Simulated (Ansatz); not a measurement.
# ZrTeSe monolayer, Janus: modes against uniaxial strain along the armchair direction, normal to a, with the width clamped

Aim: how do the optical modes of ZrTeSe monolayer, Janus shift and split under this strain?

Calculated with Ansatz 0.2.0; DFT PBE, scalar-relativistic, plane waves, PAW; PAW set soft_1.

Report form: the programs' logs are mostly left out.

### 1. Starting point

The cell holds 3 atoms: 1 Zr, 1 Se and 1 Te. Cell: a = 3.750 Å, b = 3.750 Å, c = 30.000 Å, α = 90.0°, β = 90.0°, γ = 120.0°. Vacuum lies along c. The height across the vacuum is the one that the program set for its solve, not the one typed.

### 2. A rough relaxation first

The start is far from rest, so a relaxation with loose tolerances brings it close first. The program lengthens the typed cell of 20.0 Å along the normal to 30.0 Å, as its cut-off of the electrostatics needs, and moves no atom.

input.yaml

```yaml
crystal:
  lattice:
    - [3.75, 0.0, 0.0]
    - [-1.875, 3.2476, 0.0]
    - [0.0, 0.0, 20.0]
  atoms:
    - { symbol: Zr, position: [0.0, 0.0, 0.5] }
    - { symbol: Se, position: [0.333333, 0.666667, 0.575] }
    - { symbol: Te, position: [0.666667, 0.333333, 0.42] }
  periodic: [true, true, false]
kpoints:
  mp_grid: { grid: [6, 6, 1] }
hamiltonian:
  xc: pbe
  pseudopotentials: { kind: paw, azcp: { folder: soft_1 } }
scf:
  occupations: { method: gaussian, width: 0.1 }
output:
  forces: true
  stress: true
  eigenvalues: true
relax:
  adjacent_minimum: "off"
  f_tol: 0.05
  max_steps: 80
  cell: { stress_2d_tol: 0.02 }
```

The run is started by

```sh
$ ansatz run input.yaml --threads 4 --pin off --max-ram 16384MiB --backend cpu --events-out ev --progress --plain --runs-dir out
```

It took 13 s on 4 threads of Arm Neoverse V2, shared host; peak memory 0.69 GiB; 49 s of CPU time.

The steps of the relaxation:

| step | energy less that of the first step (eV) | largest force component (eV/Å) | volume (Å³) |
| --- | --- | --- | --- |
| 1 | 0.0000 | 3.6756 | 365.36 |
| 2 | -0.6333 | 0.6483 | 370.56 |
| 3 | -0.6594 | 0.7943 | 384.13 |
| 4 | -0.6960 | 0.1204 | 390.04 |
| 5 | -0.6967 | 0.0141 | 389.18 |
| 6* | -0.6972 | 0.0140 | 389.18 |

Relaxation steps marked * repeat the geometry before them on a plane-wave basis chosen anew for their cell, so energy and pressure can jump there.

Forces are held to the 6 operations that the run works with; a distortion that breaks them can't arise in this run.

| cell as run | before | after | change |
| --- | --- | --- | --- |
| a (Å) | 3.750 | 3.870 | +3.2 % |
| b (Å) | 3.750 | 3.870 | +3.2 % |

The atoms that moved most (Å, along periodic axes as changes of fractional coordinates times the final cell, across vacuum about the mean position):

| atom | dx | dy | dz | length |
| --- | --- | --- | --- | --- |
| Te3 | 0.000 | 0.000 | -0.199 | 0.199 |
| Zr1 | 0.000 | 0.000 | 0.103 | 0.103 |
| Se2 | 0.000 | 0.000 | 0.096 | 0.096 |

Final coordinates:

```
Zr Se Te
1.0
     3.87032    0.00000    0.00000
    -1.93516    3.35179    0.00000
     0.00000    0.00000   30.00000
Zr Se Te
1 1 1
Cartesian
  0.0000 0.0000 10.1030
  0.0000 2.2345 11.5957
  1.9352 1.1173 8.2013
```

This step gave:

```yaml
gap_on_the_k_mesh: 0 eV
area_per_atom: 4.324 Å²
```

The relaxation ends with a largest force component of 0.014 eV/Å.

### 3. Bringing the structure to rest

Harmonic phonons are second derivatives at a point where the forces vanish, and they are wanted at zero stress, so atoms and cell are relaxed first.

input.yaml, the sections that differ from step 2:

```yaml
crystal:
  lattice:
    - [3.870317254, 0.0, 0.0]
    - [-1.935158627, 3.3517930627, 0.0]
    - [0.0, 0.0, 30.0]
  atoms:
    - { symbol: Zr, position: [0.0, 0.0, 0.3367659596] }
    - { symbol: Se, position: [0.3333333333, 0.6666666667, 0.3865234776] }
    - { symbol: Te, position: [0.6666666667, 0.3333333333, 0.2733772295] }
  periodic: [true, true, false]
kpoints:
  mp_grid: { grid: [12, 12, 1] }
relax:
  adjacent_minimum: "off"
  f_tol: 0.005
  max_steps: 80
  cell: { stress_2d_tol: 0.02 }
# hamiltonian, scf, output: as in step 2
```

Run time: 31 s. Hardware: 4 threads; peak memory 0.79 GiB; 2 min of CPU time.

The steps of the relaxation:

| step | energy less that of the first step (eV) | largest force component (eV/Å) | volume (Å³) |
| --- | --- | --- | --- |
| 1 | 0.0000 | 0.0600 | 389.18 |
| 2 | -0.0006 | 0.0992 | 392.57 |
| 3 | -0.0015 | 0.0170 | 392.36 |
| 4 | -0.0015 | 0.0050 | 392.90 |
| 5 | -0.0015 | 0.0005 | 393.13 |
| 6* | -0.0016 | 0.0006 | 393.13 |

Relaxation steps marked * repeat the geometry before them on a plane-wave basis chosen anew for their cell, so energy and pressure can jump there.

Forces are held to the 6 operations that the run works with; a distortion that breaks them can't arise in this run.

| cell as run | before | after | change |
| --- | --- | --- | --- |
| a (Å) | 3.870 | 3.890 | +0.5 % |
| b (Å) | 3.870 | 3.890 | +0.5 % |

The atoms that moved most (Å, along periodic axes as changes of fractional coordinates times the final cell, across vacuum about the mean position):

| atom | dx | dy | dz | length |
| --- | --- | --- | --- | --- |
| Te3 | 0.000 | 0.000 | 0.015 | 0.015 |
| Se2 | 0.000 | 0.000 | -0.014 | 0.014 |

The relaxed structure:

```xyz
3
Lattice="3.8899 0.0000 0.0000 -1.9450 3.3688 0.0000 0.0000 0.0000 30.0000" Properties=species:S:1:pos:R:3
Zr    0.0000    0.0000   10.1021
Se    0.0000    2.2458   11.5816
Te    1.9450    1.1229    8.2162
```

This step gave:

| Item | Value |
| --- | --- |
| area per atom | 4.368 Å² |

The relaxation ends with a largest force component of 5.6e-4 eV/Å.

### 4. Tight relaxation

Phonons need small forces and stress, so the relaxation is finished with tight tolerances on 12×12×1 k points.

input.yaml

```yaml
crystal:
  lattice:
    - [3.8899197355, 0.0, 0.0]
    - [-1.9449598678, 3.3687693096, 0.0]
    - [0.0, 0.0, 30.0]
  atoms:
    - { symbol: Zr, position: [0.0, 0.0, 0.3367376552] }
    - { symbol: Se, position: [0.3333333333, 0.6666666667, 0.386054139] }
    - { symbol: Te, position: [0.6666666667, 0.3333333333, 0.2738748725] }
  periodic: [true, true, false]
kpoints:
  mp_grid: { grid: [12, 12, 1] }
hamiltonian:
  xc: pbe
  pseudopotentials: { kind: paw, azcp: { folder: soft_1 } }
scf:
  occupations: { method: methfessel_paxton, width: 0.2 }
output:
  forces: true
  stress: true
  eigenvalues: true
  write_density: true
  write_potential: true
  elf: true
  volumetric_format: npy
relax:
  adjacent_minimum: "off"
  f_tol: 0.001
  max_steps: 60
  cell: { stress_2d_tol: 0.002 }
```

The job ended after 29 s (4 threads; peak memory 0.79 GiB; 1.8 min of CPU time).

Little changed from the start: no atom moved by 0.005 Å and no cell edge by 0.1 %.

This step gave:

| Item | Value |
| --- | --- |
| area per atom | 4.366 Å² |

Electrostatic potential energy in the ac plane at fractional y = 0.333, with atoms of Te within 0.2 Å of it. With pseudopotentials it is smooth inside the atoms' cores, unlike the true potential.

Ten even steps from '_' (-13 eV) to '@' (0 eV), each cell a mean:
```
@@@@@@@@@@@@@@@@@@@@@@@@@@@@
@@@@@@@@@@@@@@@@@@@@@@@@@@@@
@@@@@@@@@@@@@@@@@@@@@@@@@@@@
@@@@@@@@@@@@@@@@@@@@@@@@@@@@
@@@@@@@@@@@@@@@@@@@@@@@@@@@@
@@@@@@@@@@@@@@@@@@@@@@@@@@@@
@@@@@@@@@@@@@@@@@@@@@@@@@@@@
@@@@@@@@@@@@@@@@@@@@@@@@@@@@
@@@@@@@@@@@@@@@@@@@@@@@@@@@@
@@@@@@@@@@@@@@@@@@@@@@@@@@@@
@@@@@@@@@@@@@@@@@@@@@@@@@@@@
@@@@@@@@@@@@@@@@@@@@@@@@@@@@
@@@@@@@@@@@@@@@@@@@@@@@@@@@@
@@@@@@@@@@@@@@@@@@@@@@@@@@@@
**++==++**##%%@@@@@@@@@@%%%%
--::....--++**##%%%%%%####++
++======++++==--::::::::--==
**%%%%%%##--____::**++____..
@@@@@@@@@@%%%%****++++**##%%
@@@@@@@@@@@@@@@@@@@@@@@@@@@@
@@@@@@@@@@@@@@@@@@@@@@@@@@@@
@@@@@@@@@@@@@@@@@@@@@@@@@@@@
@@@@@@@@@@@@@@@@@@@@@@@@@@@@
@@@@@@@@@@@@@@@@@@@@@@@@@@@@
```
Columns run along a (3.9 Å; values clipped at the 3rd and 97th percentile), rows up along c (30.0 Å). Atoms in or near the plane, at fractional coordinates: Te at (0.67, 0.27).

Valence density in the ac plane at fractional y = 0.333, with atoms of Te within 0.2 Å of it. It is the smooth field of the valence electrons, not physical close to the nuclei.

Ten steps, logarithmic in the rise over the least value, from '_' (0 e/Å³) to '@' (10 e/Å³), each cell a mean:
```
____________________________
____________________________
____________________________
____________________________
____________________________
____________________________
____________________________
____________________________
____________________________
____________________________
____________________________
____________________________
____________________________
____________________________
::::----::::..__________....
::::----::::................
::::....::::----++++++==--::
::......::--==##@@@@@@##++--
____________..::::::::::....
____________________________
____________________________
____________________________
____________________________
____________________________
```
Columns run along a (3.9 Å), rows up along c (30.0 Å). Atoms in or near the plane, at fractional coordinates: Te at (0.67, 0.27).

ELF in the ac plane at fractional y = 0.333, with atoms of Te within 0.2 Å of it. It is the smooth field of the valence electrons, not physical close to the nuclei.

Ten even steps from '_' (0.00) to '@' (0.76), each cell a mean:
```
____________________________
____________________________
____________________________
____________________________
____________________________
____________________________
____________________________
____________________________
____________________________
____________________________
____________________________
____________________________
____________________________
--==++++==::..____________..
%%@@@@@@@@##==..______..--**
----==----::::::::::::::::::
==::..::--++******++++******
##==::--**%%**==::....--**##
==..____::**%%@@@@@@@@@@@@##
____________..::--------::..
____________________________
____________________________
____________________________
____________________________
```
Columns run along a (3.9 Å), rows up along c (30.0 Å). Atoms in or near the plane, at fractional coordinates: Te at (0.67, 0.27).

The largest force component left is 0.084 meV/Å, within the tolerances set.

### 5. Modes at rest

Phonons follow from the second derivative of the energy, found here by linear response.

The modes at rest are the reference of the series.

input.yaml, the sections that differ from step 4:

```yaml
crystal:
  lattice:
    - [3.8889826561, 0.0, 0.0]
    - [-1.9444913281, 3.3679577751, 0.0]
    - [0.0, 0.0, 30.0]
  atoms:
    - { symbol: Zr, position: [0.0, 0.0, 0.3367355021] }
    - { symbol: Se, position: [0.3333333333, 0.6666666667, 0.3860760934] }
    - { symbol: Te, position: [0.6666666667, 0.3333333333, 0.2738550712] }
  periodic: [true, true, false]
output:
  eigenvalues: true
phonons:
  method: dfpt
# kpoints, hamiltonian, scf: as in step 4
# relax: removed
```

Run time: 99 s. Hardware: 4 threads; peak memory 1.9 GiB; 6.4 min of CPU time.

This step gave:

| Item | Value |
| --- | --- |
| sum-rule residual before enforcement | 1.11e-4 eV/Å² |
| point group | 3m |
| highest optical mode at the zone centre (no LO-TO term) | 236.3 cm⁻¹ |
| lowest optical zone-centre mode | 93.25 cm⁻¹ |

Patterns of degenerate modes are one choice out of their space. Modes at Γ, with each element's share of the kinetic energy:

| mode | frequency (cm⁻¹) | symmetry | Zr % | Se % | Te % |
| --- | --- | --- | --- | --- | --- |
| 1 | 0.0 | acoustic | 31 | 27 | 43 |
| 2 | 0.0 | acoustic | 31 | 27 | 43 |
| 3 | 0.0 | acoustic | 31 | 27 | 43 |
| 4 | 93.2 | E | 35 | 9 | 55 |
| 5 | 93.2 | E | 35 | 9 | 55 |
| 6 | 142.8 | E | 34 | 64 | 2 |
| 7 | 142.8 | E | 34 | 64 | 2 |
| 8 | 153.7 | A1 | 3 | 50 | 48 |
| 9 | 236.3 | A1 | 67 | 24 | 9 |

Displacements in mode 4 (93.2 cm⁻¹), the largest set to 1:
```
Zr1  0.24 -0.94  0.00
Se2  0.13 -0.52  0.00
Te3 -0.25  1.00  0.00
```

Displacements in mode 9 (236.3 cm⁻¹), the largest set to 1:
```
Zr1  0.00  0.00  1.00
Se2  0.00  0.00 -0.64
Te3  0.00  0.00 -0.32
```

Before it was imposed, the acoustic sum rule was missed by 1.1e-4 eV/Å². Small misses are needed for a sound result but don't prove that mesh and cutoff are converged. The lowest optical mode is real, 93.2 cm⁻¹.

### 6. A member of the series: uniaxial strain of +5 % along the armchair direction, normal to a, with the width clamped

The cell takes a uniaxial strain of +5 % along the armchair direction, normal to a, with the width clamped. The cell is held, and the atoms relax in it.

input.yaml, the sections that differ from step 5:

```yaml
crystal:
  lattice:
    - [3.8889826561, 0.0, 0.0]
    - [-1.9444913281, 3.5363556636, 0.0]
    - [0.0, 0.0, 30.0]
  atoms:
    - { symbol: Zr, position: [0.0007012234, 0.0014024468, 0.3368443087] }
    - { symbol: Se, position: [0.3299167942, 0.6598335885, 0.3847691442] }
    - { symbol: Te, position: [0.6693819824, 0.3387639648, 0.2750532138] }
  periodic: [true, true, false]
output:
  forces: true
  stress: true
  eigenvalues: true
relax:
  adjacent_minimum: "off"
  f_tol: 0.001
  max_steps: 60
# kpoints, hamiltonian, scf: as in step 5
# phonons: removed
```

It took 60 s on 4 threads; peak memory 0.97 GiB; 4 min of CPU time.

Step by step:

| step | energy less that of the first step (eV) | largest force component (eV/Å) |
| --- | --- | --- |
| 1 | 0.0000 | 0.0781 |
| 2 | 0.0014 | 0.1431 |
| 3 | -0.0008 | 0.0050 |
| 4 | -0.0008 | 0.0027 |
| 5 | -0.0008 | 0.0013 |
| 6 | -0.0008 | 0.0002 |

Relaxation step 2 was tried and not accepted.

The run keeps the 2 symmetry operations that it works with, so distortions that break them were not tested.

The atoms that moved most (Å):

| atom | dx | dy | dz | length |
| --- | --- | --- | --- | --- |
| Se2 | 0.000 | -0.005 | -0.010 | 0.011 |
| Te3 | 0.000 | 0.003 | 0.009 | 0.009 |

The relaxed structure:

```cif
data_structure
_symmetry_space_group_name_H-M 'P 1'
_symmetry_Int_Tables_number 1
_cell_length_a 3.8890
_cell_length_b 4.0357
_cell_length_c 30.0000
_cell_angle_alpha 90.000
_cell_angle_beta 90.000
_cell_angle_gamma 118.805
_cell_volume 412.58
loop_
_atom_site_label
_atom_site_type_symbol
_atom_site_fract_x
_atom_site_fract_y
_atom_site_fract_z
_atom_site_occupancy
Zr1 Zr 0.00091 0.00181 0.33688 1
Se2 Se 0.32924 0.65848 0.38444 1
Te3 Te 0.66986 0.33971 0.27534 1
```

This step gave:

| Item | Value |
| --- | --- |
| area per atom | 4.584 Å² |

The largest force component left is 0.18 meV/Å.

### 7. Zone-centre modes of the member: uniaxial strain of +5 % along the armchair direction, normal to a, with the width clamped

The zone-centre modes follow for uniaxial strain of +5 % along the armchair direction, normal to a, with the width clamped.

input.yaml, the sections that differ from step 6:

```yaml
crystal:
  lattice:
    - [3.8889826561, 0.0, 0.0]
    - [-1.9444913281, 3.5363556636, 0.0]
    - [0.0, 0.0, 30.0]
  atoms:
    - { symbol: Zr, position: [0.0009050004, 0.0018100008, 0.3368807664] }
    - { symbol: Se, position: [0.3292392187, 0.6584784374, 0.384442731] }
    - { symbol: Te, position: [0.6698557809, 0.3397115619, 0.2753431692] }
  periodic: [true, true, false]
output:
  eigenvalues: true
phonons:
  method: dfpt
# kpoints, hamiltonian, scf: as in step 6
# relax: removed
```

Run time: 2.4 min. Hardware: 4 threads; peak memory 2 GiB; 9.2 min of CPU time.

This step gave:

| Quantity | Value |
| --- | --- |
| sum-rule residual before enforcement | 8.03e-5 eV/Å² |
| point group | m |
| highest optical mode at the zone centre (no LO-TO term) | 223.8 cm⁻¹ |
| lowest optical zone-centre mode | 85.65 cm⁻¹ |

Patterns of degenerate modes are one choice out of their space. Modes at Γ, with each element's share of the kinetic energy:

| mode | frequency (cm⁻¹) | symmetry | Zr % | Se % | Te % |
| --- | --- | --- | --- | --- | --- |
| 1 | 0.0 | acoustic | 31 | 27 | 43 |
| 2 | 0.0 | acoustic | 31 | 27 | 43 |
| 3 | 0.0 | acoustic | 31 | 27 | 43 |
| 4 | 85.7 | A' | 45 | 3 | 51 |
| 5 | 87.3 | A'' | 46 | 3 | 51 |
| 6 | 134.0 | A' | 24 | 70 | 6 |
| 7 | 135.7 | A'' | 24 | 70 | 6 |
| 8 | 149.9 | A' | 2 | 51 | 47 |
| 9 | 223.8 | A' | 67 | 22 | 10 |

The lowest optical mode is real, 85.7 cm⁻¹, and the highest lies at 223.8 cm⁻¹.

For the highest optical mode at the zone centre (no LO-TO term), step 5 gave 236 cm⁻¹; this run, with strain 5 %, gives 224 cm⁻¹ (-5 %).

### 8. A member of the series: uniaxial strain of -3 % along the armchair direction, normal to a, with the width clamped

The cell takes a uniaxial strain of -3 % along the armchair direction, normal to a, with the width clamped. The cell is held, and the atoms relax in it.

input.yaml, the sections that differ from step 7:

```yaml
crystal:
  lattice:
    - [3.8889826561, 0.0, 0.0]
    - [-1.9444913281, 3.2669190417, 0.0]
    - [0.0, 0.0, 30.0]
  atoms:
    - { symbol: Zr, position: [-0.0005431336, -0.0010862672, 0.3367085446] }
    - { symbol: Se, position: [0.3354799529, 0.6709599058, 0.3867541865] }
    - { symbol: Te, position: [0.6650631806, 0.3301263613, 0.2732039356] }
  periodic: [true, true, false]
output:
  forces: true
  stress: true
  eigenvalues: true
relax:
  adjacent_minimum: "off"
  f_tol: 0.001
  max_steps: 60
# kpoints, hamiltonian, scf: as in step 7
# phonons: removed
```

Run time: 52 s. Hardware: 4 threads; peak memory 0.93 GiB; 3.4 min of CPU time.

[end of part 1 of 2]

[Logs are printed without paths, hosts, clocks, repeated set-up lines and the standing remarks that a program may print on its own settings, such as how far it seeks lower states.]

[Hosts, paths, dates, database ids (printed as entryN), source tags and the programs' standing remarks are cut or masked in the printed files.]
